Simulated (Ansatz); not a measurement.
## Li on Cu(110): change of the work function

How does Li on the hollow site change the work function of Cu(110) as the layer fills?

Main program and level: Ansatz 0.2.0; plane-wave DFT, PBE, Ansatz PAW.

This is a report of a sequence of runs, with the program logs left out and the cost of each run kept.

**1. The starting structure**

The cell holds 4 atoms: 4 Cu. Its edges and angles: a = 3.610 Å, b = 2.553 Å, c = 21.829 Å, α = 90.0°, β = 90.0°, γ = 90.0°. Vacuum lies along c.

**2. The clean slab**

The bare slab comes first, as the zero from which every change is counted. The two lowest layers are held at bulk places and the upper ones relax. The dipole correction removes the false field that a one-sided slab makes across the periodic vacuum, so each face gets a flat vacuum level of its own.

input.yaml

```yaml
crystal:
  lattice:
    - [3.61, 0.0, 0.0]
    - [0.0, 2.5526554801, 0.0]
    - [0.0, 0.0, 21.8289832201]
  atoms:
    - { symbol: Cu, position: [0.5, 0.5, 0.412295887] }
    - { symbol: Cu, position: [0.0, 0.0, 0.4707652957] }
    - { symbol: Cu, position: [0.5, 0.5, 0.5292347043] }
    - { symbol: Cu, position: [0.0, 0.0, 0.587704113] }
kpoints:
  mp_grid: { grid: [12, 12, 1] }
hamiltonian:
  xc: pbe
scf:
  occupations: { method: fermi_dirac, width: 0.1 }
  convergence: { dr2_threshold: 1.0e-08 }
efield:
  axis: 3
  dipole_correction: true
  ramp_position: 0.97
  ramp_width: 0.06
relax:
  f_tol: 0.02
  max_steps: 60
  constraints: [{ sites: [0, 1] }]
output:
  write_potential: true
  write_density: true
  volumetric_format: npy
```

Started as:

```bash
ansatz run input.yaml --threads 4 --pin off --max-ram 16384MiB --backend cpu --events-out ev --progress --plain --runs-dir out
```

It took 36 s on 4 threads of Arm Neoverse V1, shared host; peak memory 0.68 GiB; 2.4 min of CPU time.

Relaxation path:

```
step  energy less that of the first step (eV)  largest force component (eV/Å)
   1                                   0.0000                          0.4337
   2                                  -0.0113                          0.3031
   3                                  -0.0216                          0.0062
```

The run keeps the 4 symmetry operations that the program found, so distortions that break them were not tested.

The atoms that moved most (Å):

```
atom     dx     dy      dz  length
 Cu3  0.000  0.000   0.076   0.076
 Cu4  0.000  0.000  -0.034   0.034
```

Final coordinates:

```xyz
4
Lattice="3.6100 0.0000 0.0000 0.0000 2.5527 0.0000 0.0000 0.0000 21.8290" Properties=species:S:1:pos:R:3
Cu    1.8050    1.2763    9.0000
Cu    0.0000    0.0000   10.2763
Cu    1.8050    1.2763   11.6287
Cu    0.0000    0.0000   12.7950
```

Read from the output:

```yaml
energy_at_zero_smearing: -26498.8397 eV
work_function_upper_face: 4.434 eV
dipole_along_the_normal: -3.62e-4 e·Å
```

Running mean over 1.276 Å of the planar mean; the ramp of the sawtooth is left out. The electron's electrostatic potential energy less the Fermi level by z:

```
z (Å)  electron's electrostatic potential energy less the Fermi level (eV)
  3.0                                                                 4.43
  3.5                                                                 4.43
  4.0                                                                 4.43
  4.5                                                                 4.43
  5.0                                                                 4.43
  5.5                                                                 4.42
  6.0                                                                 4.40
  6.5                                                                 4.35
  7.0                                                                 4.17
  7.5                                                                 3.53
  8.0                                                                0.975
  8.5                                                                -3.83
  9.0                                                                -7.52
  9.5                                                                -8.51
 10.0                                                                -8.65
 10.5                                                                -8.34
 11.0                                                                -8.19
 11.5                                                                -8.78
 12.0                                                                -9.65
 12.5                                                                -9.29
 13.0                                                                -6.67
 13.5                                                                -1.85
 14.0                                                                 2.39
 14.5                                                                 3.90
 15.0                                                                 4.28
 15.5                                                                 4.39
 16.0                                                                 4.42
 16.5                                                                 4.43
 17.0                                                                 4.43
 17.5                                                                 4.43
 18.0                                                                 4.43
 18.5                                                                 4.43
```

The relaxation took 3 steps and lowered the energy by 0.022 eV; the largest force on the free atoms ends at 0.0062 eV/Å.

The work function of the upper face is 4.43 eV.

**3. Adsorbate added, k-mesh 4×4×1, coverage 0.111 ML**

System of this step: Li/Cu(110). The cell holds 37 atoms: 36 Cu and 1 Li. Its edges and angles: a = 10.830 Å, b = 7.658 Å, c = 23.307 Å, α = 90.0°, β = 90.0°, γ = 90.0°. Vacuum lies along c.

The clean slab as it ended is repeated in the plane and the adsorbate is set on one face; the cell's size fixes the coverage, and the k-mesh shrinks with it to keep the sampling density about even. Adsorbate and upper layers relax, since the dipole depends on the height.

input.yaml

```yaml
crystal:
  lattice:
    - [10.83, 0.0, 0.0]
    - [0.0, 7.6579664403, 0.0]
    - [0.0, 0.0, 23.3065455566]
  atoms:
    - { symbol: Cu, position: [0.1666666667, 0.1666666667, 0.386157613] }
    - { symbol: Cu, position: [0.0, 0.0, 0.4409202435] }
    - { symbol: Cu, position: [0.1666666667, 0.1666666667, 0.4989454849] }
    - { symbol: Cu, position: [0.0, 0.0, 0.5489891589] }
    - { symbol: Cu, position: [0.1666666667, 0.5, 0.386157613] }
    - { symbol: Cu, position: [0.0, 0.3333333333, 0.4409202435] }
    - { symbol: Cu, position: [0.1666666667, 0.5, 0.4989454849] }
    - { symbol: Cu, position: [0.0, 0.3333333333, 0.5489891589] }
[... 25 atom lines left out ...]
    - { symbol: Cu, position: [0.6666666667, 0.6666666667, 0.4409202435] }
    - { symbol: Cu, position: [0.8333333333, 0.8333333333, 0.4989454849] }
    - { symbol: Cu, position: [0.6666666667, 0.6666666667, 0.5489891589] }
    - { symbol: Li, position: [0.1666666667, 0.1666666667, 0.613842387] }
kpoints:
  mp_grid: { grid: [4, 4, 1] }
hamiltonian:
  xc: pbe
scf:
  occupations: { method: fermi_dirac, width: 0.1 }
  convergence: { dr2_threshold: 1.0e-08 }
efield:
  axis: 3
  dipole_correction: true
  ramp_position: 0.97
  ramp_width: 0.06
relax:
  f_tol: 0.02
  max_steps: 60
  constraints:
    - { sites: [0, 1, 4, 5, 8, 9, 12, 13, 16, 17, 20, 21, 24, 25, 28, 29, 32, 33] }
output:
  write_potential: true
  write_density: true
  volumetric_format: npy
```

Run time: 22 min. Hardware: 4 threads; peak memory 13 GiB; 80 min of CPU time.

The steps of the relaxation:

```
step  energy less that of the first step (eV)  largest force component (eV/Å)
   1                                   0.0000                          0.0888
   2                                  -0.0044                          0.0596
   3                                  -0.0101                          0.0070
```

Forces are held to the 4 operations that the program found; a distortion that breaks them can't arise in this run.

The atoms that moved most (Å):

```
atom      dx      dy      dz  length
 Cu8  -0.038  -0.006   0.010   0.039
 Cu4  -0.038   0.006   0.010   0.039
Cu20   0.038  -0.006   0.010   0.039
Cu16   0.038   0.006   0.010   0.039
 Cu3   0.000   0.000   0.038   0.038
Cu11   0.000   0.005   0.032   0.033
 Cu7   0.000  -0.005   0.032   0.033
Li37   0.000   0.000  -0.019   0.019
```

The relaxed structure:

```xyz
37
Lattice="10.8300 0.0000 0.0000 0.0000 7.6580 0.0000 0.0000 0.0000 23.3065" Properties=species:S:1:pos:R:3
Cu    1.8050    1.2763    9.0000
Cu    0.0000    0.0000   10.2763
Cu    1.8050    1.2763   11.6671
Cu   -0.0376    0.0061   12.8053
Cu    1.8050    3.8290    9.0000
Cu    0.0000    2.5527   10.2763
Cu    1.8050    3.8239   11.6611
Cu   -0.0376    2.5465   12.8053
Cu    1.8050    6.3816    9.0000
Cu    0.0000    5.1053   10.2763
Cu    1.8050    6.3867   11.6611
Cu   -0.0130    5.1053   12.8055
Cu    5.4150    1.2763    9.0000
Cu    3.6100    0.0000   10.2763
Cu    5.4281    1.2763   11.6192
Cu    3.6476    0.0061   12.8053
Cu    5.4150    3.8290    9.0000
Cu    3.6100    2.5527   10.2763
Cu    5.4208    3.8330   11.6218
Cu    3.6476    2.5465   12.8053
Cu    5.4150    6.3816    9.0000
Cu    3.6100    5.1053   10.2763
Cu    5.4208    6.3776   11.6218
Cu    3.6230    5.1053   12.8055
Cu    9.0250    1.2763    9.0000
Cu    7.2200    0.0000   10.2763
Cu    9.0119    1.2763   11.6192
Cu    7.2200   -0.0020   12.7959
Cu    9.0250    3.8290    9.0000
Cu    7.2200    2.5527   10.2763
Cu    9.0192    3.8330   11.6218
Cu    7.2200    2.5546   12.7959
Cu    9.0250    6.3816    9.0000
Cu    7.2200    5.1053   10.2763
Cu    9.0192    6.3776   11.6218
Cu    7.2200    5.1053   12.7987
Li    1.8050    1.2763   14.2873
```

Numbers from this step:

```yaml
energy_at_zero_smearing: -238695.0334 eV
work_function_upper_face: 3.788 eV
work_function_lower_face: 4.466 eV
dipole_along_the_normal: 0.3105 e·Å
step_between_the_vacuum_levels: -0.6774 eV
```

Running mean over 1.276 Å of the planar mean; the ramp of the sawtooth is left out. The electron's electrostatic potential energy less the Fermi level by z:

z (Å), electron's electrostatic potential energy less the Fermi level (eV) and a bar from the least value:
```
        3       4.47 ##############################
        4       4.47 ##############################
        5       4.46 ##############################
        6       4.44 ##############################
        7       4.21 #############################
        8       1.00 #######################
        9      -7.50 #####
       10      -8.62 ##
       11      -8.11 ###
       12      -9.64 
       13      -6.81 ######
       14       1.71 ########################
       15       3.47 ############################
       16       3.75 ############################
       17       3.78 #############################
       18       3.79 #############################
       19       3.79 #############################
       20       3.79 #############################
```

The relaxation took 3 steps and lowered the energy by 0.010 eV; the largest force on the free atoms ends at 0.0070 eV/Å.

The covered face has 3.79 eV, -0.65 eV against the clean one; the bare back face has moved by +0.04 eV, a measure of how thin the slab is.

**4. The covered slab, k-mesh 6×6×1, coverage 0.25 ML**

System of this step: Li/Cu(110). The cell holds 17 atoms: 16 Cu and 1 Li. Cell: a = 7.220 Å, b = 5.105 Å, c = 23.307 Å, α = 90.0°, β = 90.0°, γ = 90.0°. Vacuum lies along c.

Another coverage, to see how the dipoles act on each other as their distance changes.

input.yaml

```yaml
crystal:
  lattice:
    - [7.22, 0.0, 0.0]
    - [0.0, 5.1053109602, 0.0]
    - [0.0, 0.0, 23.3065455566]
  atoms:
    - { symbol: Cu, position: [0.25, 0.25, 0.386157613] }
    - { symbol: Cu, position: [0.0, 0.0, 0.4409202435] }
    - { symbol: Cu, position: [0.25, 0.25, 0.4989454849] }
    - { symbol: Cu, position: [0.0, 0.0, 0.5489891589] }
    - { symbol: Cu, position: [0.25, 0.75, 0.386157613] }
    - { symbol: Cu, position: [0.0, 0.5, 0.4409202435] }
    - { symbol: Cu, position: [0.25, 0.75, 0.4989454849] }
    - { symbol: Cu, position: [0.0, 0.5, 0.5489891589] }
    - { symbol: Cu, position: [0.75, 0.25, 0.386157613] }
    - { symbol: Cu, position: [0.5, 0.0, 0.4409202435] }
    - { symbol: Cu, position: [0.75, 0.25, 0.4989454849] }
    - { symbol: Cu, position: [0.5, 0.0, 0.5489891589] }
    - { symbol: Cu, position: [0.75, 0.75, 0.386157613] }
    - { symbol: Cu, position: [0.5, 0.5, 0.4409202435] }
    - { symbol: Cu, position: [0.75, 0.75, 0.4989454849] }
    - { symbol: Cu, position: [0.5, 0.5, 0.5489891589] }
    - { symbol: Li, position: [0.25, 0.25, 0.613842387] }
kpoints:
  mp_grid: { grid: [6, 6, 1] }
hamiltonian:
  xc: pbe
scf:
  occupations: { method: fermi_dirac, width: 0.1 }
  convergence: { dr2_threshold: 1.0e-08 }
efield:
  axis: 3
  dipole_correction: true
  ramp_position: 0.97
  ramp_width: 0.06
relax:
  f_tol: 0.02
  max_steps: 60
  constraints: [{ sites: [0, 1, 4, 5, 8, 9, 12, 13] }]
output:
  dos: { projected: true, e_range: [-8, 4] }
  write_potential: true
  write_density: true
  volumetric_format: npy
  elf: true
```

The job ended after 6.9 min (4 threads; peak memory 4.5 GiB; 27 min of CPU time).

Step by step:

```
step  energy less that of the first step (eV)  largest force component (eV/Å)
   1                                   0.0000                          0.1173
   2                                  -0.0088                          0.0868
   3                                  -0.0189                          0.0464
   4                                  -0.0203                          0.0143
```

Forces are held to the 4 operations that the program found; a distortion that breaks them can't arise in this run.

The atoms that moved most (Å):

```
atom      dx      dy      dz  length
 Cu7   0.000   0.000   0.084   0.084
Li17   0.000   0.000  -0.068   0.068
 Cu4  -0.054   0.002   0.018   0.057
 Cu8  -0.054  -0.002   0.018   0.057
Cu12   0.054   0.002   0.018   0.057
Cu16   0.054  -0.002   0.018   0.057
Cu15   0.000   0.000  -0.044   0.044
Cu11   0.000   0.000  -0.034   0.034
```

Final coordinates:

```cif
data_structure
_symmetry_space_group_name_H-M 'P 1'
_symmetry_Int_Tables_number 1
_cell_length_a 7.2200
_cell_length_b 5.1053
_cell_length_c 23.3065
_cell_angle_alpha 90.000
_cell_angle_beta 90.000
_cell_angle_gamma 90.000
_cell_volume 859.09
loop_
_atom_site_label
_atom_site_type_symbol
_atom_site_fract_x
_atom_site_fract_y
_atom_site_fract_z
_atom_site_occupancy
Cu1 Cu 0.25000 0.25000 0.38616 1
Cu2 Cu 0.00000 0.00000 0.44092 1
Cu3 Cu 0.25000 0.25000 0.50024 1
Cu4 Cu 0.99249 0.00045 0.54974 1
Cu5 Cu 0.25000 0.75000 0.38616 1
Cu6 Cu 0.00000 0.50000 0.44092 1
Cu7 Cu 0.25000 0.75000 0.50254 1
Cu8 Cu 0.99249 0.49955 0.54974 1
Cu9 Cu 0.75000 0.25000 0.38616 1
Cu10 Cu 0.50000 0.00000 0.44092 1
Cu11 Cu 0.75000 0.25000 0.49747 1
Cu12 Cu 0.50751 0.00045 0.54974 1
Cu13 Cu 0.75000 0.75000 0.38616 1
Cu14 Cu 0.50000 0.50000 0.44092 1
Cu15 Cu 0.75000 0.75000 0.49707 1
Cu16 Cu 0.50751 0.49955 0.54974 1
Li17 Li 0.25000 0.25000 0.61091 1
```

This step gave:

- energy at zero smearing: -106200.8017 eV
- work function, upper face: 3.205 eV
- work function, lower face: 4.480 eV
- dipole along the normal: 0.2598 e·Å
- step between the vacuum levels: -1.275 eV

The density of states has structure finer than the step of the table below, so its rows give means over 0.5 eV. Peaks (eV: height): -3.07: 68.3, -2.77: 90.4, -2.71: 84.8, -2.56: 76.4, -2.29: 85.3, -1.71: 136, -1.62: 117.

Density of states against energy, zero at the Fermi level; means over each step:

```
energy (eV)  density of states (states/eV a cell)
       -7.5                                  1.56
       -7.0                                  1.70
       -6.5                                  1.97
       -6.0                                  1.73
       -5.5                                  4.53
       -5.0                                  6.07
       -4.5                                  15.8
       -4.0                                  25.9
       -3.5                                  37.2
       -3.0                                  55.2
       -2.5                                  59.4
       -2.0                                  68.9
       -1.5                                  62.6
       -1.0                                  6.68
       -0.5                                  5.85
        0.0                                  6.77
        0.5                                  5.27
        1.0                                  5.04
        1.5                                  6.99
```

Projected DOS per atom over height of the atomic layer and energy from the Fermi level. Layers: Cu4 Cu4 Cu4 Cu4 Li from below.

Ten even steps from '0' (0.01 states/eV) to '9' (6.34 states/eV), each cell a mean:
```
00001
00000
00000
00000
00000
00000
00000
64330
95590
64460
56560
35440
14420
02310
01100
00000
00000
00000
00000
00000
00000
00000
```
Columns: height of the atomic layer (Å) from 9 to 14.2 (not evenly spaced); rows upwards: energy from the Fermi level (eV) from -7.96 to 1.95.

ELF in the ca plane at fractional y = 0.250, with atoms of Cu and Li within 0.2 Å of it. It is the smooth field of the valence electrons, not physical close to the nuclei.

Values in units of 1e-1, 10 rows by 16 columns, each cell a mean:
```
0.0 0.3 1.1 1.9 2.5 2.4 2.2 2.6 2.9 2.2 0.7 0.1 0.0 0.0 0.0 0.0
0.1 0.5 1.3 2.6 2.2 2.1 2.6 2.4 1.9 0.8 0.2 0.0 0.0 0.0 0.0 0.0
0.1 0.6 1.4 5.5 2.5 2.6 5.3 2.0 1.4 0.5 0.1 0.0 0.0 0.0 0.0 0.0
0.1 0.5 1.2 1.8 2.3 2.1 2.0 2.6 2.2 1.1 0.3 0.0 0.0 0.0 0.0 0.0
0.0 0.3 1.0 2.1 2.5 2.3 2.3 2.5 3.2 2.7 0.9 0.1 0.0 0.0 0.0 0.0
0.0 0.3 1.1 1.9 2.6 2.4 2.2 3.0 3.9 2.8 1.2 0.2 0.0 0.0 0.0 0.0
0.1 0.6 1.3 2.5 2.2 2.1 2.6 2.9 2.3 1.3 0.3 0.1 0.0 0.0 0.0 0.0
0.1 0.7 1.4 5.5 2.5 2.3 5.5 2.2 5.1 4.6 0.1 0.1 0.0 0.0 0.0 0.0
0.1 0.5 1.3 1.9 2.3 2.1 2.0 3.1 2.1 0.8 0.6 0.1 0.0 0.0 0.0 0.0
0.0 0.3 1.1 2.1 2.5 2.3 2.3 2.8 4.0 3.3 1.2 0.2 0.0 0.0 0.0 0.0
```
Columns run along c (16.0 Å, from fractional 0.24 to 0.92 of the cell), rows up along a (7.2 Å). Atoms in or near the plane, at fractional coordinates: Cu at (0.39, 0.25), Cu at (0.50, 0.25), Cu at (0.39, 0.75), Cu at (0.50, 0.75), Li at (0.61, 0.25).

Valence density in the ca plane at fractional y = 0.250, with atoms of Cu and Li within 0.2 Å of it. It is the smooth field of the valence electrons, not physical close to the nuclei.

Values in e/Å³, 10 rows by 16 columns, each cell a mean:
```
 0  0  0  0  0  0  0  0  0  0  0  0  0  0  0  0
 0  0  0  5  1  1  4  0  0  0  0  0  0  0  0  0
 0  0  0 23  3  4 22  0  0  0  0  0  0  0  0  0
 0  0  0  1  0  0  1  0  0  0  0  0  0  0  0  0
 0  0  0  0  0  0  0  0  0  0  0  0  0  0  0  0
 0  0  0  0  0  0  0  0  0  0  0  0  0  0  0  0
 0  0  0  4  1  1  4  0  0  0  0  0  0  0  0  0
 0  0  0 23  3  3 23  0  2  1  0  0  0  0  0  0
 0  0  0  1  0  0  2  0  0  0  0  0  0  0  0  0
 0  0  0  0  0  0  0  0  0  0  0  0  0  0  0  0
```
Columns run along c (16.0 Å, from fractional 0.24 to 0.92 of the cell), rows up along a (7.2 Å). Atoms in or near the plane, at fractional coordinates: Cu at (0.39, 0.25), Cu at (0.50, 0.25), Cu at (0.39, 0.75), Cu at (0.50, 0.75), Li at (0.61, 0.25).

Electrostatic potential energy in the ca plane at fractional y = 0.250, with atoms of Cu and Li within 0.2 Å of it. With pseudopotentials it is smooth inside the atoms' cores, unlike the true potential.

Ten even steps from '0' (-45 eV) to '9' (5 eV), each cell a mean:
```
99999999999999999999999999999999999999999999
99999999999999999899999999999999999999999999
99999999754689975468999999999999999999999999
99999998300279840017999999999999999999999999
99999997200068720006999999999999999999999999
99999998300279840017999999999999999999999999
99999999754789975468999999999999999999999999
99999999998999998899999999999999999999999999
99999999999999999999999999999999999999999999
99999999999998999999999999999999999999999999
99999999999999999999999999999999999999999999
99999999877899987789999888999999999999999999
99999998521489962137998656899999999999999999
99999997200169830005897424789999999999999999
99999997200169830005897424789999999999999999
99999998521489962137998656899999999999999999
99999999877899988789999888999999999999999999
99999999999999999999999999999999999999999999
99999999999998999999999999999999999999999999
```
Columns run along c (16.0 Å, from fractional 0.24 to 0.92 of the cell; values clipped at the 3rd and 97th percentile), rows up along a (7.2 Å). Atoms in or near the plane, at fractional coordinates: Cu at (0.39, 0.25), Cu at (0.50, 0.25), Cu at (0.39, 0.75), Cu at (0.50, 0.75), Li at (0.61, 0.25).

The relaxation took 4 steps and lowered the energy by 0.020 eV; the largest force on the free atoms ends at 0.014 eV/Å.

By hand: a sheet of dipoles makes a step −p/(ε₀A) in the electron's potential. With e/ε₀ = 180.95 V·Å, p = 0.2598 e·Å and A = 36.86 Å², that is −180.95 × (0.2598) / 36.86 = -1.275 eV, and the two vacuum levels of the run differ by -1.275 eV.

The covered face has 3.20 eV, -1.23 eV against the clean one; the bare back face has moved by +0.05 eV, a measure of how thin the slab is.

[end of part 1 of 2]

[Long decimals in the printed logs are rounded to 6 places.]

[Logs are printed without paths, hosts, clocks, repeated set-up lines and the standing remarks that a program may print on its own settings, such as how far it seeks lower states.]

[Hosts, paths, dates, database ids (printed as entryN), source tags and the programs' standing remarks are cut or masked in the printed files.]

[Maps of the electrostatic potential energy from Ansatz leave out the sawtooth potential of an applied field or a dipole correction, so their vacuum need not be flat; planar profiles and work functions include it.]
